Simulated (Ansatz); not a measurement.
# Cu (Copper, Fm-3m): thermal expansion from first principles, part 2 of 3

Aim: the lattice, expansion, heat capacity and bulk modulus of Cu (Copper) as it warms.

Measurements to reproduce:
- heat capacity C_P per formula unit 24.5 J/mol/K near room temperature (given in “High-Throughput Prediction of Finite-Temperature Properties using the Quasi-Harmonic Approximation”, 2016, arXiv:1603.06924)

Ansatz 0.2.0; DFT r2SCAN, scalar-relativistic, plane waves, PAW.

So far. Step 2 (Probe on a coarse mesh): The start is under -3.9 GPa at this level and looks like a metal on this mesh.

**4. Tight relaxation**

The relaxation is repeated with tighter thresholds on force and stress, since phonons are sensitive to what is left; a change of mesh or smearing in the input moves the cell too.

Contents of input.yaml:

```yaml
crystal:
  lattice:
    - [0.0, 1.7884399128, 1.7884399128]
    - [1.7884399128, 0.0, 1.7884399128]
    - [1.7884399128, 1.7884399128, 0.0]
  atoms:
    - { symbol: Cu, position: [0.0, 0.0, 0.0] }
kpoints:
  mp_grid: { grid: [20, 20, 20] }
hamiltonian:
  xc: r2scan
scf:
  occupations: { method: methfessel_paxton, width: 0.2 }
  lower_state_search: "off"
output:
  forces: true
  stress: true
  eigenvalues: true
  write_density: true
  write_potential: true
  elf: true
  volumetric_format: npy
relax:
  adjacent_minimum: "off"
  f_tol: 0.001
  max_steps: 60
  cell: { stress_tol: 0.01 }
```

On the command line:

```sh
> ansatz run input.yaml --threads 8 --pin off --max-ram 16384MiB --backend cpu --events-out ev --progress --plain --runs-dir out
```

Numbers of over 12 decimals in the logs are rounded to 6 here.

The log of the run:

```text
[...]
Crystal: 1 atoms, lattice volume = 11.441 Å³
Basis set: ecut = 500 eV, 283 PW (Γ), exchange–correlation on 80×80×80 points (64 copies of the dense FFT grid, shifted against one another)
Bands: 14, of which v1, the nominal top of the filled ones, is band 10 counted from 1 (9 counted from 0)
Symmetry: 48 space group operations
[...]
k-points: 256 of 8000
[...]
SCF iter   1: F=—  HF=-6631.257372 eV  |F-HF|=—  |Δ(HF+E_count)|=         —  Δρ=4.07e-2  dr2=1.03e-1  dr2_τ=7.56e-4  ethr=1.77e-3  ⟨swp⟩=4.8  Hψ=17361  notcnv=0
[...]
SCF iter   7: F=-6631.238671 eV  HF=-6631.238671 eV  |F-HF|=8.28e-11  |Δ(HF+E_count)|=   2.30e-8  S|Δr|=    0.00e0  Δρ=1.33e-6  dr2=5.88e-11  dr2_τ=7.33e-12  ethr=5.26e-10  ⟨swp⟩=9.3  Hψ=22620  notcnv=0
SCF 1 converged in 7 iterations: F = -6631.238671 eV  dr2 = 5.88e-11
[...]
relax step   1: F+E_penalty+E_count = -6631.23867096 eV  Δ(F+E_penalty+E_count) = +0.000e0 eV  max|allowed force component| = 0.000e0 eV/Å  Δτ_max = 0.0000 Å  P = -0.030 GPa  Ω = 11.441 Å³  (7 SCF iters, dr2 threshold 1.00e-7 eV, accepted)
Crystal: 1 atoms, lattice volume = 11.440 Å³
[...]
SCF iter   3: F=-6631.238672 eV  HF=-6631.238672 eV  |F-HF|=1.56e-9  |Δ(HF+E_count)|=   5.95e-8  S|Δr|=    0.00e0  Δρ=4.41e-6  dr2=7.11e-10  dr2_τ=7.03e-12  ethr=1.22e-11  ⟨swp⟩=5.4  Hψ=19345  notcnv=0
SCF 2 converged in 3 iterations: F = -6631.238672 eV  dr2 = 7.11e-10
relax step   2: F+E_penalty+E_count = -6631.23867166 eV  Δ(F+E_penalty+E_count) = -6.993e-7 eV  max|allowed force component| = 0.000e0 eV/Å  Δτ_max = 0.0000 Å  P = -0.015 GPa  Ω = 11.440 Å³  energy of the carried Pulay correction = +5.510e-7 eV  (3 SCF iters, dr2 threshold 2.31e-9 eV, accepted)
Crystal: 1 atoms, lattice volume = 11.439 Å³
[...]
SCF iter   4: F=-6631.238672 eV  HF=-6631.238672 eV  |F-HF|=1.73e-10  |Δ(HF+E_count)|=  2.54e-10  S|Δr|=    0.00e0  Δρ=1.16e-6  dr2=1.05e-10  dr2_τ=2.49e-12  ethr=3.09e-12  ⟨swp⟩=6.0  Hψ=15822  notcnv=0
SCF 3 converged in 4 iterations: F = -6631.238672 eV  dr2 = 1.05e-10
relax step   3: F+E_penalty+E_count = -6631.23867227 eV  Δ(F+E_penalty+E_count) = -6.129e-7 eV  max|allowed force component| = 0.000e0 eV/Å  Δτ_max = 0.0000 Å  P = -0.000 GPa  Ω = 11.439 Å³  energy of the carried Pulay correction = +1.111e-6 eV  (4 SCF iters, dr2 threshold 5.88e-10 eV, accepted)
[...]
SCF iter   6: F=-6631.238670 eV  HF=-6631.238670 eV  |F-HF|=9.09e-13  |Δ(HF+E_count)|=  9.09e-13  S|Δr|=    0.00e0  Δρ=5.86e-8  dr2=1.54e-13  dr2_τ=1.88e-15  ethr=1.00e-12  ⟨swp⟩=2.9  Hψ=13141  notcnv=0
SCF 4 converged in 6 iterations: F = -6631.238670 eV  dr2 = 1.54e-13
relax step   4: F+E_penalty+E_count = -6631.23866962 eV  Δ(F+E_penalty+E_count) = +2.650e-6 eV  max|allowed force component| = 0.000e0 eV/Å  Δτ_max = 0.0000 Å  P = -0.000 GPa  Ω = 11.439 Å³  stress off target by 3.11e-4 GPa  SCF on the basis re-selected at this cell (its energy is not comparable with the rows above)  (6 SCF iters)
[...]
SCF converged after 6 iterations
Stability not checked: this state was not tested for a lower state beside it, because cold or Methfessel-Paxton smearing, or corrected tetrahedra, fill the levels in a way that the test cannot read (fill_not_monotonic; see scf.lower_state_search)
Free energy (F): -6631.238670 eV
[...]
Internal energy: -6631.238906 eV  (E = F + TS)
E sigma→0 (E₀):  -6631.238729 eV
Entropy (-TS):   0.000237 eV (0.237 meV/atom)
Fermi energy:    17.224448 eV
[...]
--- Stress (GPa, compression-positive) ---
       -0.000311       0.000000       0.000000
        0.000000      -0.000311      -0.000000
        0.000000      -0.000000      -0.000311
  P = ⅓ Tr σ = -0.0003 GPa (-0.003 kbar)
--- Band table (eV; the first three rows and the last of 256) ---
  k-point 0: bands = [... 6 lower, 14.0471, 14.0471, 14.9110, 14.9110, 40.9070, 44.0026, 44.0026, 44.0026]
  k-point 1: bands = [... 6 lower, 14.0659, 14.0659, 14.9034, 14.9034, 40.4320, 42.6566, 43.6716, 43.6716]
  k-point 2: bands = [... 6 lower, 14.1161, 14.1161, 14.8864, 14.8864, 38.4362, 41.8412, 43.0399, 43.0399]
  k-point 255: bands = [... 6 lower, 13.4728, 14.8650, 15.7002, 23.8245, 23.8245, 25.9833, 26.8867, 47.0514]
--- Relaxed structure (3 steps of the walk, 3 accepted, 1 SCFs on fresh bases) ---
[...]
cell:  # Å, volume = 11.4386 Å³
    - [0, 1.788330, 1.788330]
    - [1.788330, 0, 1.788330]
    - [1.788330, 1.788330, 0]
  atoms:
    - { symbol: Cu, position: [0.0, 0.0, 0.0] }
```

The job ended after 4.2 s (8 threads of Intel Xeon at 2.70GHz, shared host; peak memory 0.45 GiB; 21 s of CPU time).

Little changed from the start: no atom moved by 0.005 Å and no cell edge by 0.1 %.

Numbers from this step:

| Quantity | Value |
| --- | --- |
| pressure | -3.11e-4 GPa |

ELF in the ac plane of the conventional cell at fractional y = 0.000, with atoms of Cu within 0.2 Å of it. It is the smooth field of the valence electrons, not physical close to the nuclei.

Values, 14 rows by 14 columns, each cell a mean:
```
0.73 0.53 0.27 0.18 0.18 0.23 0.26 0.26 0.25 0.21 0.17 0.20 0.37 0.64
0.42 0.32 0.21 0.17 0.20 0.24 0.23 0.23 0.23 0.22 0.19 0.18 0.25 0.37
0.21 0.19 0.17 0.19 0.21 0.20 0.18 0.17 0.18 0.21 0.20 0.18 0.18 0.20
0.17 0.17 0.19 0.21 0.19 0.17 0.18 0.19 0.18 0.18 0.20 0.20 0.19 0.17
0.20 0.22 0.23 0.19 0.17 0.21 0.27 0.31 0.26 0.19 0.18 0.21 0.22 0.21
0.25 0.25 0.22 0.17 0.19 0.32 0.53 0.64 0.48 0.26 0.18 0.18 0.23 0.25
0.26 0.25 0.20 0.17 0.21 0.42 0.73 0.86 0.64 0.31 0.19 0.17 0.23 0.26
0.26 0.25 0.21 0.17 0.20 0.37 0.64 0.73 0.53 0.27 0.18 0.18 0.23 0.26
0.23 0.23 0.22 0.19 0.18 0.25 0.37 0.42 0.32 0.21 0.17 0.20 0.24 0.23
0.17 0.18 0.21 0.20 0.18 0.18 0.20 0.21 0.19 0.17 0.19 0.21 0.20 0.18
0.19 0.18 0.18 0.20 0.20 0.19 0.17 0.17 0.17 0.19 0.21 0.19 0.17 0.18
0.31 0.26 0.19 0.18 0.21 0.22 0.21 0.20 0.22 0.23 0.19 0.17 0.21 0.27
0.64 0.48 0.26 0.18 0.18 0.23 0.25 0.25 0.25 0.22 0.17 0.19 0.32 0.53
0.86 0.64 0.31 0.19 0.17 0.23 0.26 0.26 0.25 0.20 0.17 0.21 0.42 0.73
```
Columns run along a (3.6 Å), rows up along c (3.6 Å), edges of the conventional cell, whose origin can differ from the input's. Atoms in or near the plane, at fractional coordinates: Cu at (0.00, 0.00), Cu at (0.50, 0.50).

Electrostatic potential energy in the ac plane of the conventional cell at fractional y = 0.000, with atoms of Cu within 0.2 Å of it. With pseudopotentials it is smooth inside the atoms' cores, unlike the true potential.

Ten even steps from '0' (-37 eV) to '9' (20 eV), each cell a mean:
```
00269999998510
01479999999731
45799999999875
88999766789998
99997422368999
99985100037999
99984000026999
99985100026999
99997310147999
99998754579999
67899988899976
23689999999742
00379999998510
00269999998400
```
Columns run along a (3.6 Å; values clipped at the 3rd and 97th percentile), rows up along c (3.6 Å), edges of the conventional cell, whose origin can differ from the input's. Atoms in or near the plane, at fractional coordinates: Cu at (0.00, 0.00), Cu at (0.50, 0.50).

Valence density in the ac plane of the conventional cell at fractional y = 0.000, with atoms of Cu within 0.2 Å of it. It is the smooth field of the valence electrons, not physical close to the nuclei.

Ten steps, logarithmic in the rise over the least value, from '0' (0 e/Å³) to '9' (59 e/Å³), each cell a mean:
```
97410000000258
65310000000145
22100000000012
00000112100000
00001345420000
00002578741000
00002699852000
00002589741000
00001456531000
00000122210000
21000000000011
54200000000134
87410000000257
98520000000269
```
Columns run along a (3.6 Å), rows up along c (3.6 Å), edges of the conventional cell, whose origin can differ from the input's. Atoms in or near the plane, at fractional coordinates: Cu at (0.00, 0.00), Cu at (0.50, 0.50).

The residual pressure is -3.1e-4 GPa, small enough for phonons.

**5. The quasi-harmonic study**

Thermal expansion follows from how the free energy of the vibrations (and of the electrons in a metal) changes with strain, so the program makes strained cells, their phonons and a fit in one run.

input.yaml, the sections that differ from step 4:

```yaml
crystal:
  lattice:
    - [0.0, 1.7883295597, 1.7883295597]
    - [1.7883295597, 0.0, 1.7883295597]
    - [1.7883295597, 1.7883295597, 0.0]
  atoms:
    - { symbol: Cu, position: [0.0, 0.0, 0.0] }
output:
  eigenvalues: true
phonons:
  method: dfpt
  qmesh: [4, 4, 4]
  temperatures: { t_max: 1200.0, t_step: 50 }
  thermal_expansion: {}
# kpoints, hamiltonian, scf: as in step 4
# relax: removed
```

The log of the run:

```text
[...]
Crystal: 1 atoms, lattice volume = 11.439 Å³
Basis set: ecut = 580 eV, 339 PW (Γ), exchange–correlation on 100×100×100 points (125 copies of the dense FFT grid, shifted against one another)
Bands: 14, of which v1, the nominal top of the filled ones, is band 10 counted from 1 (9 counted from 0)
Symmetry: 48 space group operations
[...]
k-points: 256 of 8000
[...]
SCF iter   1: F=—  HF=-6631.257885 eV  |F-HF|=—  |Δ(HF+E_count)|=         —  Δρ=4.08e-2  dr2=1.04e-1  dr2_τ=7.73e-4  ethr=1.77e-3  ⟨swp⟩=4.9  Hψ=17316  notcnv=0
[...]
SCF iter   8: F=-6631.239229 eV  HF=-6631.239229 eV  |F-HF|=1.82e-12  |Δ(HF+E_count)|=  8.91e-11  S|Δr|=    0.00e0  Δρ=2.78e-7  dr2=4.51e-12  dr2_τ=3.20e-13  ethr=1.00e-12  ⟨swp⟩=6.2  Hψ=15549  notcnv=0
SCF 1 converged in 8 iterations: F = -6631.239229 eV  dr2 = 4.51e-12
[...]
relax step   1: F+E_penalty+E_count = -6631.23922891 eV  Δ(F+E_penalty+E_count) = +0.000e0 eV  max|allowed force component| = 0.000e0 eV/Å  Δτ_max = 0.0000 Å  (8 SCF iters, accepted)
SCF converged after 8 iterations
[...]
Free energy (F): -6631.239229 eV
[...]
Internal energy: -6631.239465 eV  (E = F + TS)
E sigma→0 (E₀):  -6631.239288 eV
Entropy (-TS):   0.000236 eV (0.236 meV/atom)
Fermi energy:    17.224045 eV
[...]
--- Stress (GPa, compression-positive) ---
        0.011357       0.000000       0.000000
        0.000000       0.011357      -0.000000
        0.000000      -0.000000       0.011357
  P = ⅓ Tr σ = 0.0114 GPa (0.114 kbar)
--- Band table (eV; the first three rows and the last of 256) ---
  k-point 0: bands = [... 6 lower, 14.0465, 14.0465, 14.9104, 14.9104, 40.9064, 44.0013, 44.0013, 44.0013]
  k-point 1: bands = [... 6 lower, 14.0654, 14.0654, 14.9028, 14.9028, 40.4313, 42.6557, 43.6704, 43.6704]
  k-point 2: bands = [... 6 lower, 14.1156, 14.1156, 14.8858, 14.8858, 38.4356, 41.8406, 43.0388, 43.0388]
  k-point 255: bands = [... 6 lower, 13.4722, 14.8644, 15.6996, 23.8240, 23.8240, 25.9832, 26.8860, 47.0503]
── thermal expansion: 3 new cells, 3 in all ──
thermal expansion: relaxation of cell 2
thermal expansion: relaxation of cell 3
── thermal expansion: 2 new cells, 5 in all ──
thermal expansion: relaxation of cell 4
thermal expansion: electrons of cell 4
thermal expansion: phonons of cell 4
thermal expansion: relaxation of cell 5
thermal expansion: electrons of cell 1
thermal expansion: electrons of cell 2
thermal expansion: electrons of cell 3
thermal expansion: electrons of cell 5
thermal expansion: phonons of cell 5
── thermal expansion: 7 new cells, 12 in all ──
thermal expansion: relaxation of cell 6
thermal expansion: relaxation of cell 7
thermal expansion: relaxation of cell 8
thermal expansion: relaxation of cell 9
thermal expansion: relaxation of cell 10
thermal expansion: relaxation of cell 11
thermal expansion: relaxation of cell 12
thermal expansion: electrons of cell 6
thermal expansion: electrons of cell 7
thermal expansion: electrons of cell 8
thermal expansion: electrons of cell 9
thermal expansion: electrons of cell 10
thermal expansion: electrons of cell 11
thermal expansion: electrons of cell 12
thermal expansion: phonons of cell 6
thermal expansion: phonons of cell 7
thermal expansion: phonons of cell 8
thermal expansion: phonons of cell 9
--- Relaxed structure (1 steps of the walk, 1 accepted, 0 SCFs on fresh bases) ---
  F+E_penalty+E_count = -6631.23922891 eV   max|allowed force component| = 0.000e0 eV/Å
  atoms:
    - { symbol: Cu, position: [0.0, 0.0, 0.0] }
--- Thermal expansion: 12 cells in 3 rounds, 0 GPa ---
  no lower state was looked for at cell 4: scf.lower_state_search: off
  without vibrations: a 2.52914, b 2.52914, c 2.52914 Å, V 11.4395 Å³, B 162.45 GPa
  at 0 K: a 2.53412, b 2.53412, c 2.53412 Å, V 11.5071 Å³, B 159.31 GPa
  zero-point expansion: a +0.197, b +0.197, c +0.197, V +0.591 %
      T/K        a/Å        b/Å        c/Å       V/Å³ | expansion of a, b, c, V (1e-6/K)   | that of V in the mean from 25 °C | C_P, C_V (J/mol K of the cell) | B_T, B_S (GPa)
     0.00    2.53412    2.53412    2.53412    11.5071 |    0.00    0.00    0.00    0.00 |   31.44 |     0.000     0.000 |   159.31   159.31
   150.00    2.53657    2.53657    2.53657    11.5405 |   12.80   12.80   12.80   38.39 |   43.87 |    20.328    20.088 |   155.91   157.77
   298.15    2.54209    2.54209    2.54209    11.6160 |   15.88   15.88   15.88   47.63 |       - |    24.474    23.765 |   149.87   154.34
   400.00    2.54633    2.54633    2.54633    11.6743 |   16.84   16.84   16.84   50.53 |   49.28 |    25.496    24.451 |   145.52   151.74
   550.00    2.55300    2.55300    2.55300    11.7662 |   18.00   18.00   18.00   54.00 |   51.36 |    26.504    24.925 |   138.92   147.72
   700.00    2.56012    2.56012    2.56012    11.8650 |   19.15   19.15   19.15   57.46 |   53.34 |    27.370    25.190 |   132.06   143.49
   850.00    2.56773    2.56773    2.56773    11.9710 |   20.43   20.43   20.43   61.28 |   55.39 |    28.253    25.379 |   124.91   139.05
  1000.00    2.57588    2.57588    2.57588    12.0854 |   21.90   21.90   21.90   65.71 |   57.59 |    29.224    25.535 |   117.40   134.36
  1150.00    2.58469    2.58469    2.58469    12.2099 |   23.68   23.68   23.68   71.04 |   60.02 |    30.346    25.675 |   109.46   129.38
  1200.00    2.58780    2.58780    2.58780    12.2539 |   24.36   24.36   24.36   73.08 |   60.90 |    30.766    25.720 |   106.71   127.64
  the static fit leaves 0.002 meV an atom of the energies and, of the stresses, 0.000 GPa of each cell's largest along a strain (root mean squares over the cells), whose Pulay part it has at -0.014 GPa
  vibrations' free energy: its fit leaves 0.0000 meV an atom at the most
  the electrons' free energy at temperature is in it; its fit leaves 0.0000 meV an atom at the most
  free energies summed between the sampled wave vectors
  estimated error of the fitted expansion in any direction: up to 0.029e-6/K, at 950 K (an estimate, not a bound: it was exceeded on models of known expansion)
  by sums over the sampled wave vectors an expansion of the volume parts by up to 2.35e-6/K
  by a static energy of one degree less an expansion of the volume parts by up to 0.31e-6/K
  the FFT grids of the static calculations differ: 20 × 20 × 20, 24 × 24 × 24
```

Wall time 1.5 h (8 threads); peak memory 4.1 GiB.

This step gave:

| Quantity | Value |
| --- | --- |
| pressure | 0.01136 GPa |
| volume expansion coefficient at 298 K | 47.63 1e-6/K |
| C_P at 298 K | 24.47 J/mol-atom/K |
| entropy at 298 K | 32.68 J/mol-atom/K |
| isothermal bulk modulus at 298 K | 149.9 GPa |
| Grüneisen parameter at 298 K | 2.101 |
| volume at 298 K | 11.62 Å³/atom |
| principal linear expansion coefficients at 298 K | 15.88, 15.88, 15.88 1e-6/K |

Strained cells of the study; zero-point energy where phonons were solved; the pressures are stresses at a fixed cutoff and can carry an offset from the finite basis. Expansion cells, by row:

| cell | \|a\| (Å) | \|b\| (Å) | \|c\| (Å) | V (Å³/atom) | E - E_lowest (meV/atom) | pressure, compression positive (GPa) | gap (eV) | zero-point energy (meV/atom) |
| --- | --- | --- | --- | --- | --- | --- | --- | --- |
| 1 | 2.529 | 2.529 | 2.529 | 11.44 | 0 | -0.002 | - | - |
| 2 | 2.549 | 2.549 | 2.549 | 11.72 | 3.214 | -3.656 | - | - |
| 3 | 2.509 | 2.509 | 2.509 | 11.17 | 3.416 | 4.127 | - | - |
| 4 | 2.529 | 2.529 | 2.529 | 11.44 | 0 | -0.061 | - | 31.84 |
| 5 | 2.542 | 2.542 | 2.542 | 11.62 | 1.329 | -2.397 | - | 30.83 |
| 6 | 2.559 | 2.559 | 2.559 | 11.85 | 6.944 | -5.244 | - | 29.5 |
| 7 | 2.574 | 2.574 | 2.574 | 12.06 | 15.26 | -7.496 | - | 28.35 |
| 8 | 2.589 | 2.589 | 2.589 | 12.27 | 26.57 | -9.541 | - | 27.22 |
| 9 | 2.604 | 2.604 | 2.604 | 12.49 | 40.71 | -11.39 | - | 26.09 |
| 10 | 2.504 | 2.504 | 2.504 | 11.11 | 5.25 | 5.178 | - | - |
| 11 | 2.517 | 2.517 | 2.517 | 11.27 | 1.267 | 2.461 | - | - |
| 12 | 2.625 | 2.625 | 2.625 | 12.79 | 64.34 | -13.64 | - | - |

[end of part 2 of 3]

[Logs are printed without paths, hosts, clocks, repeated set-up lines and the standing remarks that a program may print on its own settings, such as how far it seeks lower states.]

[Hosts, paths, dates, database ids (printed as entryN), source tags and the programs' standing remarks are cut or masked in the printed files.]

[A step with changed settings may run another functional than the one named; its input shows which.]
